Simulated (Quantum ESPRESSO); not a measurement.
**MnPt: orders under volume**

Aim: follow moments and order energies of MnPt with volume.

Method: LDA; plane waves with GBRV 1.5 LDA potentials, no spin-orbit coupling, in Quantum ESPRESSO 7.5.

Report form: the programs' logs are mostly left out.

### 1. Starting point

The structure is tetragonal, space group P4/mmm (No. 123). Conventional cell: a = 2.828 Å, b = 2.828 Å, c = 3.670 Å, α = 90.00°, β = 90.00°, γ = 90.00°. Nearest to Mn lie 8 Pt at 2.71 Å and 4 Mn at 2.83 Å. Nearest to Pt lie 8 Mn at 2.71 Å and 4 Pt at 2.83 Å. Farther neighbours are not listed.

The lattice constants were typed from memory of published values and not checked against a source.

### 2. Volume 0.88, ferro ++

All lengths scale alike; the factor is that of the volume. Atoms keep their fractional places. Seeded atoms are those given a starting moment.

Contents of pw.in:

```
&CONTROL
  calculation = 'scf'
  prefix = 'pwscf'
  outdir = './tmp'
  pseudo_dir = './pseudo'
  disk_io = 'nowf'
  tprnfor = .true.
  tstress = .true.
/
&SYSTEM
  ibrav = 0
  celldm(1) = 8
  nat = 4
  ntyp = 2
  ecutwfc = 40
  ecutrho = 280
  nbnd = 44
  occupations = 'smearing'
  smearing = 'fd'
  degauss = 0.00367493
  nspin = 2
  starting_magnetization(1) = 0.2333
  starting_magnetization(2) = 0
/
&ELECTRONS
  conv_thr = 8d-09
  electron_maxstep = 150
  mixing_beta = 0.3
/
ATOMIC_SPECIES
Mn     54.9380 mn_lda_v1.5.uspp.F.UPF
Pt    195.0840 pt_lda_v1.4.uspp.F.UPF
CELL_PARAMETERS alat
   0.9054471277942    0.0000000000000    0.0000000000000
   0.0000000000000    0.9054471277942    0.0000000000000
   0.0000000000000    0.0000000000000    0.8307477397502
ATOMIC_POSITIONS crystal
Mn      0.0000000000    0.0000000000    0.0000000000
Mn      0.5000000000    0.5000000000    0.0000000000
Pt      0.5000000000    0.0000000000    0.5000000000
Pt      0.0000000000    0.5000000000    0.5000000000
K_POINTS automatic
8 8 8 0 0 0
```

Launch:

```bash
OMP_NUM_THREADS=1 mpirun -n 4 pw.x -nk 4 -in pw.in > pw.out
```

It took 48 s on 4 MPI ranks of Intel Xeon Platinum 8488C (Sapphire Rapids), shared host; peak memory 0.53 GiB.

Spin moment in the atom's sphere by atom:

```
atom  spin moment in the atom's sphere (μB)
 Mn1                                   2.56
 Mn2                                   2.56
 Pt3                                   0.23
 Pt4                                   0.23
```

Numbers from this step:

- smearing term TS: 0.05581 eV
- pressure: 4.237 GPa
- magnetization: 5.709 μB
- absolute magnetization: 5.805 μB
- final state: ferromagnetic

### 3. Volume 0.88, antiferro +-

pw.in: that of step 2 with these lines changed.

```diff
@@ -13,6 +13,6 @@
   nat = 4
-  ntyp = 2
+  ntyp = 3
   ecutwfc = 40
   ecutrho = 280
-  nbnd = 44
+  nbnd = 41
   occupations = 'smearing'
@@ -22,3 +22,4 @@
   starting_magnetization(1) = 0.2333
-  starting_magnetization(2) = 0
+  starting_magnetization(2) = -0.2333
+  starting_magnetization(3) = 0
 /
@@ -30,3 +31,4 @@
 ATOMIC_SPECIES
-Mn     54.9380 mn_lda_v1.5.uspp.F.UPF
+Mn1    54.9380 mn_lda_v1.5.uspp.F.UPF
+Mn2    54.9380 mn_lda_v1.5.uspp.F.UPF
 Pt    195.0840 pt_lda_v1.4.uspp.F.UPF
@@ -37,4 +39,4 @@
 ATOMIC_POSITIONS crystal
-Mn      0.0000000000    0.0000000000    0.0000000000
-Mn      0.5000000000    0.5000000000    0.0000000000
+Mn1     0.0000000000    0.0000000000    0.0000000000
+Mn2     0.5000000000    0.5000000000    0.0000000000
 Pt      0.5000000000    0.0000000000    0.5000000000
```

It took 37 s on 4 MPI ranks; peak memory 0.53 GiB; 2.5 min of CPU time.

Spin moment in the atom's sphere by atom:

```
atom  spin moment in the atom's sphere (μB)
 Mn1                                   3.22
 Mn2                                  -3.22
 Pt3                                   0.00
 Pt4                                   0.00
```

This step gave:

```
smearing term TS       : 0.009103 eV
pressure               : 10.49 GPa
magnetization          : 0 μB
absolute magnetization : 6.825 μB
final state            : antiferromagnetic
```

### 4. Volume 0.88, no spin polarisation

pw.in: that of step 3 with these lines changed.

```diff
@@ -13,3 +13,3 @@
   nat = 4
-  ntyp = 3
+  ntyp = 2
   ecutwfc = 40
@@ -20,6 +20,2 @@
   degauss = 0.00367493
-  nspin = 2
-  starting_magnetization(1) = 0.2333
-  starting_magnetization(2) = -0.2333
-  starting_magnetization(3) = 0
 /
@@ -31,4 +27,3 @@
 ATOMIC_SPECIES
-Mn1    54.9380 mn_lda_v1.5.uspp.F.UPF
-Mn2    54.9380 mn_lda_v1.5.uspp.F.UPF
+Mn     54.9380 mn_lda_v1.5.uspp.F.UPF
 Pt    195.0840 pt_lda_v1.4.uspp.F.UPF
@@ -39,4 +34,4 @@
 ATOMIC_POSITIONS crystal
-Mn1     0.0000000000    0.0000000000    0.0000000000
-Mn2     0.5000000000    0.5000000000    0.0000000000
+Mn      0.0000000000    0.0000000000    0.0000000000
+Mn      0.5000000000    0.5000000000    0.0000000000
 Pt      0.5000000000    0.0000000000    0.5000000000
```

Wall time 17 s (4 MPI ranks); peak memory 0.43 GiB.

Numbers from this step:

| Quantity | Value |
| --- | --- |
| smearing term TS | 0.07167 eV |
| pressure | -11.07 GPa |
| final state | non-magnetic (no spin polarisation) |

### 5. Volume 1.12, ferro ++

pw.in: that of step 4 with these lines changed.

```diff
@@ -16,3 +16,3 @@
   ecutrho = 280
-  nbnd = 41
+  nbnd = 44
   occupations = 'smearing'
@@ -20,2 +20,5 @@
   degauss = 0.00367493
+  nspin = 2
+  starting_magnetization(1) = 0.2333
+  starting_magnetization(2) = 0
 /
@@ -30,5 +33,5 @@
 CELL_PARAMETERS alat
-   0.9054471277942    0.0000000000000    0.0000000000000
-   0.0000000000000    0.9054471277942    0.0000000000000
-   0.0000000000000    0.0000000000000    0.8307477397502
+   0.9812391756231    0.0000000000000    0.0000000000000
+   0.0000000000000    0.9812391756231    0.0000000000000
+   0.0000000000000    0.0000000000000    0.9002869436347
 ATOMIC_POSITIONS crystal
```

Run time: 44 s. Hardware: 4 MPI ranks; peak memory 0.62 GiB.

Read from the output:

```yaml
smearing_term_ts: 0.02054 eV
pressure: -24.15 GPa
magnetization: 8.688 μB
absolute_magnetization: 8.794 μB
final_state: ferromagnetic
largest_moment: 3.891 μB
```

### 6. The series

The runs not shown differ from these in the moved quantity alone.

Final states:

```
volume       ferro ++       antiferro +-  no spin polarisation
  0.88  ferromagnetic  antiferromagnetic          non-magnetic
  0.91  ferromagnetic  antiferromagnetic          non-magnetic
  0.94  ferromagnetic  antiferromagnetic          non-magnetic
  0.97  ferromagnetic  antiferromagnetic          non-magnetic
     1  ferromagnetic  antiferromagnetic          non-magnetic
  1.03  ferromagnetic  antiferromagnetic          non-magnetic
  1.06  ferromagnetic  antiferromagnetic          non-magnetic
  1.09  ferromagnetic  antiferromagnetic          non-magnetic
  1.12  ferromagnetic  antiferromagnetic          non-magnetic
```

Largest site moment against volume:

```
volume (factor)  ferro ++ (μB)  antiferro +- (μB)
         0.8800           2.56               3.22
         0.9100           3.08               3.32
         0.9400           3.32               3.42
         0.9700           3.48               3.50
         1.0000           3.59               3.58
         1.0300           3.69               3.65
         1.0600           3.76               3.72
         1.0900           3.83               3.78
         1.1200           3.89               3.84
```

The energy less that of the parallel start by volume; values in meV a seeded atom:

```
volume (factor)  antiferro +-  no spin polarisation
         0.8800          -384                   181
         0.9100          -398                   285
         0.9400          -391                   406
         0.9700          -374                   532
         1.0000          -354                   659
         1.0300          -332                   783
         1.0600          -311                   903
         1.0900          -290                  1020
         1.1200          -270                  1132
```

Table of energy over the lowest by volume; values in meV an atom:

```
volume (factor)  ferro ++  antiferro +-  no spin polarisation
         0.8800       210          18.5                   301
         0.9100       199             0                   341
         0.9400       198          3.11                   401
         0.9700       211          24.2                   477
         1.0000       237          60.0                   566
         1.0300       274           108                   666
         1.0600       321           166                   773
         1.0900       376           232                   886
         1.1200       439           304                  1004
```

### 7. Outcome

```yaml
moment_parallel_start: 2.56 to 3.89 μB
states_met_from_these_starts: antiferromagnetic and ferromagnetic
```

The moment of the parallel start goes from 2.56 μB at 0.88 to 3.89 μB at 1.12. The net moment of the cell goes from 5.71 to 8.69 μB. The radius of the spheres follows the nearest distance, so part of the change of the site moments is the spheres'. The largest moment of the start antiferro +- lies between 3.22 and 3.84 μB. The start antiferro +- lies under the parallel one at every finished point, by 270 to 398 meV a seeded atom.

[Logs and program files are shortened in this print: banners, set-up blocks, solver, clock and traceback lines can be left out without a mark of their own.]

[Logs are printed without paths, hosts, clocks, repeated set-up lines and the standing remarks that a program may print on its own settings, such as how far it seeks lower states.]

[Hosts, paths, dates, database ids (printed as entryN), source tags and the programs' standing remarks are cut or masked in the printed files.]

[Where a cell is said to come from a database of computed structures, the database is the Materials Project.]
